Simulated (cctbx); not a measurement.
## FeBi3 with cctbx, script by script

Library: cctbx 2025.11. The data are simulated by the first script.

## 1. Simulate the data

run.py:

```python
from cctbx import adptbx, crystal, miller, sgtbx, xray
from cctbx.array_family import flex
from iotbx.shelx import hklf
from scitbx import matrix
import scitbx.random

cs = crystal.symmetry(unit_cell=(6.667, 6.667, 5.076, 90, 90, 120), space_group_symbol='Hall: -P 6c 2c')  # P6_3/mmc
atoms = [  # label, site, U (iso, or U11 U22 U33 U12 U13 U23 in A^2), occupancy
    ("Bi1", (0.1688, 0.8312, 0.75), (0.0190, 0.0190, 0.0193, 0.0030, 0.0000, 0.0000), 1),
    ("Fe1", (2/3, 1/3, 0.75), (0.0230, 0.0230, 0.0230, 0.0115, -0.0000, -0.0000), 1),
]
xs = xray.structure(crystal_symmetry=cs)
for label, site, u, occ in atoms:
    u = adptbx.u_cif_as_u_star(cs.unit_cell(), u) if isinstance(u, tuple) else u
    xs.add_scatterer(xray.scatterer(label, site=site, u=u, occupancy=occ))
xs.set_inelastic_form_factors(0.71073, "sasaki")
xs.show_summary()
p1 = xs.expand_to_p1()
ms = miller.build_set(p1, anomalous_flag=True, d_min=0.84)
flex.set_random_seed(900678)
scitbx.random.set_random_seed(900678)
ms = ms.select(flex.random_double(ms.size()) < 0.7)
i = ms.structure_factors_from_scatterers(p1, algorithm="direct").f_calc().as_intensity_array().data()
i = i / flex.sqrt(1 + 0.3 * i / flex.max(i))  # extinction
i = i * 70000 / flex.max(i)
sig = flex.sqrt(i + flex.pow2(0.02 * i) + 8 ** 2)
noise = scitbx.random.variate(scitbx.random.normal_distribution())(i.size())
data = ms.array(data=i + sig * noise, sigmas=sig).set_observation_type_xray_intensity()
with open("data.hkl", "w") as f:
    data.export_as_shelx_hklf(f)
print("reflections written:", data.size(), " <I/sigma> = %.1f" % flex.mean(data.data() / data.sigmas()))
for h, a, b in list(data.sort("data"))[:12]:
    print("%4d%4d%4d %9.1f %7.1f" % (h + (a, b)))
```

```console
$ python run.py
```

```text
Number of scatterers: 2
At special positions: 2
Unit cell: (6.667, 6.667, 5.076, 90, 90, 120)
Space group: P 63/m m c (No. 194)
reflections written: 919  <I/sigma> = 23.7
   0   0   2   69784.1  1424.8
   0  -2   1   53556.4  1079.7
  -2   0   1   52982.8  1079.7
  -2   2   1   52328.5  1079.7
   2   0   1   52142.0  1079.7
  -2   2  -1   52099.7  1079.7
   0  -2  -1   52074.4  1079.7
   2  -2   1   51802.0  1079.7
   2  -2  -1   51350.0  1079.7
  -2  -2   0   47694.1   936.8
   2   2   0   46968.6   936.8
  -4   2   0   46323.8   936.8
```

It took 0.27 s on 1 thread of Arm Neoverse V2, on a shared host, peak memory 0.07 GiB.

## 2. Refinement (right model, isotropic)

run.py:

```python
import math
from cctbx import adptbx, crystal, maptbx, sgtbx, xray
from cctbx.array_family import flex
from cctbx.xray import observations
from iotbx.shelx import hklf
from scitbx.lstbx import normal_eqns_solving
from smtbx import absolute_structure, utils
from smtbx.refinement import constraints, least_squares

cs = crystal.symmetry(unit_cell=(6.667, 6.667, 5.076, 90, 90, 120), space_group_symbol='Hall: -P 6c 2c')  # P6_3/mmc
atoms = [  # label, site, U (iso, or U11 U22 U33 U12 U13 U23 in A^2), occupancy
    ("Bi1", (0.1676, 0.8324, 0.75), 0.0200, 1),
    ("Fe1", (2/3, 1/3, 0.75), 0.0200, 1),
]
xs = xray.structure(crystal_symmetry=cs)
for label, site, u, occ in atoms:
    u = adptbx.u_cif_as_u_star(cs.unit_cell(), u) if isinstance(u, tuple) else u
    xs.add_scatterer(xray.scatterer(label, site=site, u=u, occupancy=occ))
xs.set_inelastic_form_factors(0.71073, "sasaki")
raw = hklf.reader(file_name="data.hkl").as_miller_arrays(crystal_symmetry=cs, anomalous=True)[0]
merged = raw.eliminate_sys_absent().merge_equivalents()
fo2 = merged.array().set_observation_type_xray_intensity()
print("Rint %.3f, %d unique reflections to %.2f A" % (merged.r_int(), fo2.size(), fo2.d_min()))
for sc in xs.scatterers():
    sc.flags.set_grad_site(True)
    sc.flags.set_grad_u_aniso(sc.flags.use_u_aniso())
    sc.flags.set_grad_u_iso(sc.flags.use_u_iso())
obs = fo2.as_xray_observations()
extra = {}
rep = constraints.reparametrisation(xs, [], utils.connectivity_table(xs), **extra)
ls = least_squares.crystallographic_ls(obs, rep, weighting_scheme=least_squares.mainstream_shelx_weighting(a=0, b=0))
print("cycle     R1     wR2    GooF  max shift (A)")
for cycle in range(8):
    ls.build_up()
    r1, wr2, goof = ls.r1_factor(cutoff_factor=2)[0], ls.wR2(), ls.goof()
    old = xs.sites_cart()
    normal_eqns_solving.levenberg_marquardt_iterations(ls, n_max_iterations=3, tau=1e-06, step_threshold=1e-7)
    big = flex.max((xs.sites_cart() - old).norms())
    print("%4d %7.4f %7.4f %7.3f %9.5f" % (cycle + 1, r1, wr2, goof, big))
    ls.build_up(objective_only=True)
    if abs(ls.wR2() - wr2) < 5e-5 and big < 5e-4:
        break
ls.build_up()
print("final R1 %.4f wR2 %.4f GooF %.3f  parameters %d  data/parameter %.1f" % (ls.r1_factor(cutoff_factor=2)[0], ls.wR2(), ls.goof(), ls.n_parameters, fo2.size() / ls.n_parameters))
cov = ls.covariance_matrix_and_annotations()
su = dict(zip(cov.annotations, (math.sqrt(max(v, 0)) for v in cov.matrix.matrix_packed_u_diagonal())))
a2 = cs.unit_cell().reciprocal_parameters()[0] ** -2
print("atom        x        y        z      Ueq    occ   su(xyz)  su(Uiso or U11)")
for sc in xs.scatterers():
    s = max(su.get(sc.label + k, 0) for k in (".x", ".y", ".z"))
    npd = "" if sc.is_positive_definite_u(cs.unit_cell()) else "  NPD"
    print("%-5s %8.5f %8.5f %8.5f %8.4f %6.3f %8.5f %7.4f%s" % ((sc.label,) + sc.site + (sc.u_iso_or_equiv(cs.unit_cell()), sc.occupancy, s, su.get(sc.label + ".uiso", su.get(sc.label + ".u11", 0) * a2), npd)))
fo = fo2.f_sq_as_f()
fc = fo.structure_factors_from_scatterers(xs, algorithm="direct").f_calc()
diff = fo.f_obs_minus_f_calc(1 / math.sqrt(ls.scale_factor()), fc).average_bijvoet_mates()
m = diff.fft_map(symmetry_flags=maptbx.use_space_group_symmetry, resolution_factor=0.25).apply_volume_scaling()
print("difference map: max %.2f min %.2f rms %.2f" % (m.statistics().max(), m.statistics().min(), m.statistics().sigma()))
peaks = m.peak_search(parameters=maptbx.peak_search_parameters(min_distance_sym_equiv=0.6, max_clusters=6)).all()
near = xs.closest_distances(peaks.sites(), distance_cutoff=4)
sps = cs.special_position_settings(min_distance_sym_equiv=0.5)
for k, (x, h) in enumerate(zip(peaks.sites(), peaks.heights())):
    ss = sps.site_symmetry(x)
    print("Q%-3d %7.4f %7.4f %7.4f %4d %7.2f  %.2f A from %s" % ((k + 1,) + tuple(t % 1 for t in ss.exact_site()) + (ss.multiplicity(), h, near.smallest_distances[k], xs.scatterers()[near.i_seqs[k]].label)))
```

```console
$ python run.py
```

```text
Rint 0.018, 80 unique reflections to 0.85 A
cycle     R1     wR2    GooF  max shift (A)
   1  0.0729  0.2745  24.517   0.01540
   2  0.0626  0.2390  21.347   0.00008
final R1 0.0626 wR2 0.2390 GooF 21.347  parameters 3  data/parameter 26.7
atom        x        y        z      Ueq    occ   su(xyz)  su(Uiso or U11)
Bi1    0.16894  0.83106  0.75000   0.0218  1.000  0.00025  0.0020
Fe1    0.66667  0.33333  0.75000   0.0161  1.000  0.00000  0.0046
difference map: max 9.08 min -9.18 rms 1.21
Q1    0.1239  0.2477  0.7500    6    9.39  0.52 A from Bi1
Q2    0.2157  0.4313  0.7500    6    8.01  0.54 A from Bi1
Q3    0.2327  0.6164  0.7500    6    2.80  1.68 A from Bi1
Q4    0.1903  0.3805  0.2500    6    1.91  1.65 A from Fe1
Q5    0.0545  0.1090  0.2500    6    1.84  1.72 A from Bi1
Q6    0.0162  0.3490  0.2500   12    1.76  1.22 A from Bi1
```

Time: 0.43 s.

Figures of merit this high mean that the model is still wrong or incomplete.

## 3. Refinement (right model, anisotropic)

run.py, as its changes from the last script of this kind:

```diff
@@ -12,2 +12,2 @@
-    ("Bi1", (0.1676, 0.8324, 0.75), 0.0200, 1),
-    ("Fe1", (2/3, 1/3, 0.75), 0.0200, 1),
+    ("Bi1", (0.16894, 0.83106, 0.75), 0.0218, 1),
+    ("Fe1", (2/3, 1/3, 0.75), 0.0161, 1),
@@ -19,0 +20 @@
+xs.convert_to_anisotropic()
```

```console
$ python run.py
```

```text
Rint 0.018, 80 unique reflections to 0.85 A
cycle     R1     wR2    GooF  max shift (A)
   1  0.0626  0.2390  21.775   0.00129
   2  0.0120  0.0238   2.166   0.00000
final R1 0.0120 wR2 0.0238 GooF 2.166  parameters 6  data/parameter 13.3
atom        x        y        z      Ueq    occ   su(xyz)  su(Uiso or U11)
Bi1    0.16883  0.83117  0.75000   0.0214  1.000  0.00003  0.0002
Fe1    0.66667  0.33333  0.75000   0.0241  1.000  0.00000  0.0008
difference map: max 0.52 min -1.69 rms 0.30
Q1    0.0000  0.0000  0.0000    2    0.52  2.33 A from Bi1
Q2    0.0915  0.3074  0.2500   12    0.50  1.50 A from Bi1
Q3    0.1083  0.2166  0.0333   12    0.45  1.60 A from Bi1
Q4    0.2150  0.4300  0.2500    6    0.43  1.37 A from Fe1
Q5    0.0000  0.5000  0.0000    6    0.39  2.29 A from Bi1
Q6    0.2964  0.5928  0.7500    6    0.36  1.47 A from Bi1
```

Time: 0.39 s.

## 4. Refinement

run.py, as its changes from the last script of this kind:

```diff
@@ -13 +13 @@
-    ("Fe1", (2/3, 1/3, 0.75), 0.0161, 1),
+    ("V1", (2/3, 1/3, 0.75), 0.0161, 1),
@@ -34 +34 @@
-for cycle in range(8):
+for cycle in range(12):
```

```console
$ python run.py
```

```text
Rint 0.018, 80 unique reflections to 0.85 A
cycle     R1     wR2    GooF  max shift (A)
   1  0.0664  0.2483  22.620   0.00112
   2  0.0113  0.0253   2.309   0.00000
final R1 0.0113 wR2 0.0253 GooF 2.309  parameters 6  data/parameter 13.3
atom        x        y        z      Ueq    occ   su(xyz)  su(Uiso or U11)
Bi1    0.16884  0.83116  0.75000   0.0199  1.000  0.00003  0.0002
V1     0.66667  0.33333  0.75000   0.0122  1.000  0.00000  0.0008
difference map: max 0.98 min -1.48 rms 0.23
Q1    0.2990  0.5980  0.2500    6    1.01  0.40 A from V1
Q2    0.0000  0.0000  0.0000    2    0.55  2.33 A from Bi1
Q3    0.1024  0.3419  0.7500   12    0.38  0.46 A from Bi1
Q4    0.1318  0.2635  0.7500    6    0.36  0.43 A from Bi1
Q5    0.2009  0.4017  0.2500    6    0.35  1.53 A from V1
Q6    0.1073  0.2146  0.0387   12    0.34  1.63 A from Bi1
```

Time: 0.41 s.

This run holds a fault made on purpose: wrong element: V1 is Fe.

## 5. Refinement

run.py, as its changes from the last script of this kind:

```diff
@@ -13 +13 @@
-    ("V1", (2/3, 1/3, 0.75), 0.0161, 1),
+    ("Fe1", (2/3, 1/3, 0.75), 0.0161, 1),
@@ -19 +19 @@
-xs.set_inelastic_form_factors(0.71073, "sasaki")
+xs.set_inelastic_form_factors(1.54184, "sasaki")
```

```console
$ python run.py
```

```text
Rint 0.018, 80 unique reflections to 0.85 A
cycle     R1     wR2    GooF  max shift (A)
   1  0.0611  0.2402  21.881   0.00128
   2  0.0097  0.0182   1.656   0.00000
final R1 0.0097 wR2 0.0182 GooF 1.656  parameters 6  data/parameter 13.3
atom        x        y        z      Ueq    occ   su(xyz)  su(Uiso or U11)
Bi1    0.16883  0.83117  0.75000   0.0208  1.000  0.00002  0.0002
Fe1    0.66667  0.33333  0.75000   0.0192  1.000  0.00000  0.0006
difference map: max 0.53 min -1.28 rms 0.23
Q1    0.0000  0.0000  0.0000    2    0.53  2.33 A from Bi1
Q2    0.0956  0.3068  0.2500   12    0.44  1.53 A from Bi1
Q3    0.1080  0.2159  0.0368   12    0.41  1.62 A from Bi1
Q4    0.2121  0.4242  0.2500    6    0.39  1.40 A from Fe1
Q5    0.0000  0.5000  0.0000    6    0.37  2.29 A from Bi1
Q6    0.3333  0.6667  0.7500    2    0.33  1.90 A from Bi1
```

Time: 0.42 s.

This run holds a fault made on purpose: dispersion terms of the wrong wavelength.

## 6. Refinement

run.py, as its changes from the last script of this kind:

```diff
@@ -13,0 +14 @@
+    ("Fe2", (0.977, 0.366, 0.723), 0.0300, 1),
@@ -19,2 +20 @@
-xs.set_inelastic_form_factors(1.54184, "sasaki")
-xs.convert_to_anisotropic()
+xs.set_inelastic_form_factors(0.71073, "sasaki")
```

```console
$ python run.py
```

```text
Rint 0.018, 80 unique reflections to 0.85 A
cycle     R1     wR2    GooF  max shift (A)
   1  0.3608  0.6885  62.719   0.14230
   2  0.1625  0.3924  35.747   0.23598
   3  0.0664  0.2467  22.469   0.23927
   4  0.0658  0.2456  22.369   0.03265
   5  0.0700  0.2532  23.066   0.03831
   6  0.0661  0.2456  22.374   0.01822
   7  0.0705  0.2532  23.069   0.00420
   8  0.0661  0.2456  22.376   0.01489
   9  0.0706  0.2533  23.072   0.01104
  10  0.0661  0.2456  22.377   0.01410
  11  0.0706  0.2533  23.074   0.01317
  12  0.0661  0.2456  22.377   0.01391
final R1 0.0706 wR2 0.2533 GooF 23.074  parameters 6  data/parameter 13.3
atom        x        y        z      Ueq    occ   su(xyz)  su(Uiso or U11)
Bi1    0.16895  0.83105  0.75000   0.0200  1.000  0.00028  0.0026
Fe1    0.66667  0.33333  0.75000   0.0142  1.000  0.00000  0.0052
Fe2    1.06323  0.34978  0.75000   0.8014  1.000  0.03561  0.2063
difference map: max 10.14 min -8.18 rms 1.34
Q1    0.1263  0.2527  0.7500    6   10.50  0.49 A from Bi1
Q2    0.2128  0.4256  0.7500    6    8.73  0.51 A from Bi1
Q3    0.2347  0.6174  0.7500    6    2.88  1.57 A from Fe2
Q4    0.0000  0.0000  0.0000    2    2.44  2.33 A from Bi1
Q5    0.0510  0.1019  0.2500    6    2.29  1.73 A from Bi1
Q6    0.1920  0.3840  0.2500    6    2.07  1.49 A from Fe2
```

Run time: 0.93 s on 1 thread of Arm Neoverse V2, on a shared host, peak memory 0.09 GiB.

This run holds a fault made on purpose: spurious atom: Fe2.

[Logs are printed without paths, hosts, clocks, repeated set-up lines and the standing remarks that a program may print on its own settings, such as how far it seeks lower states.]
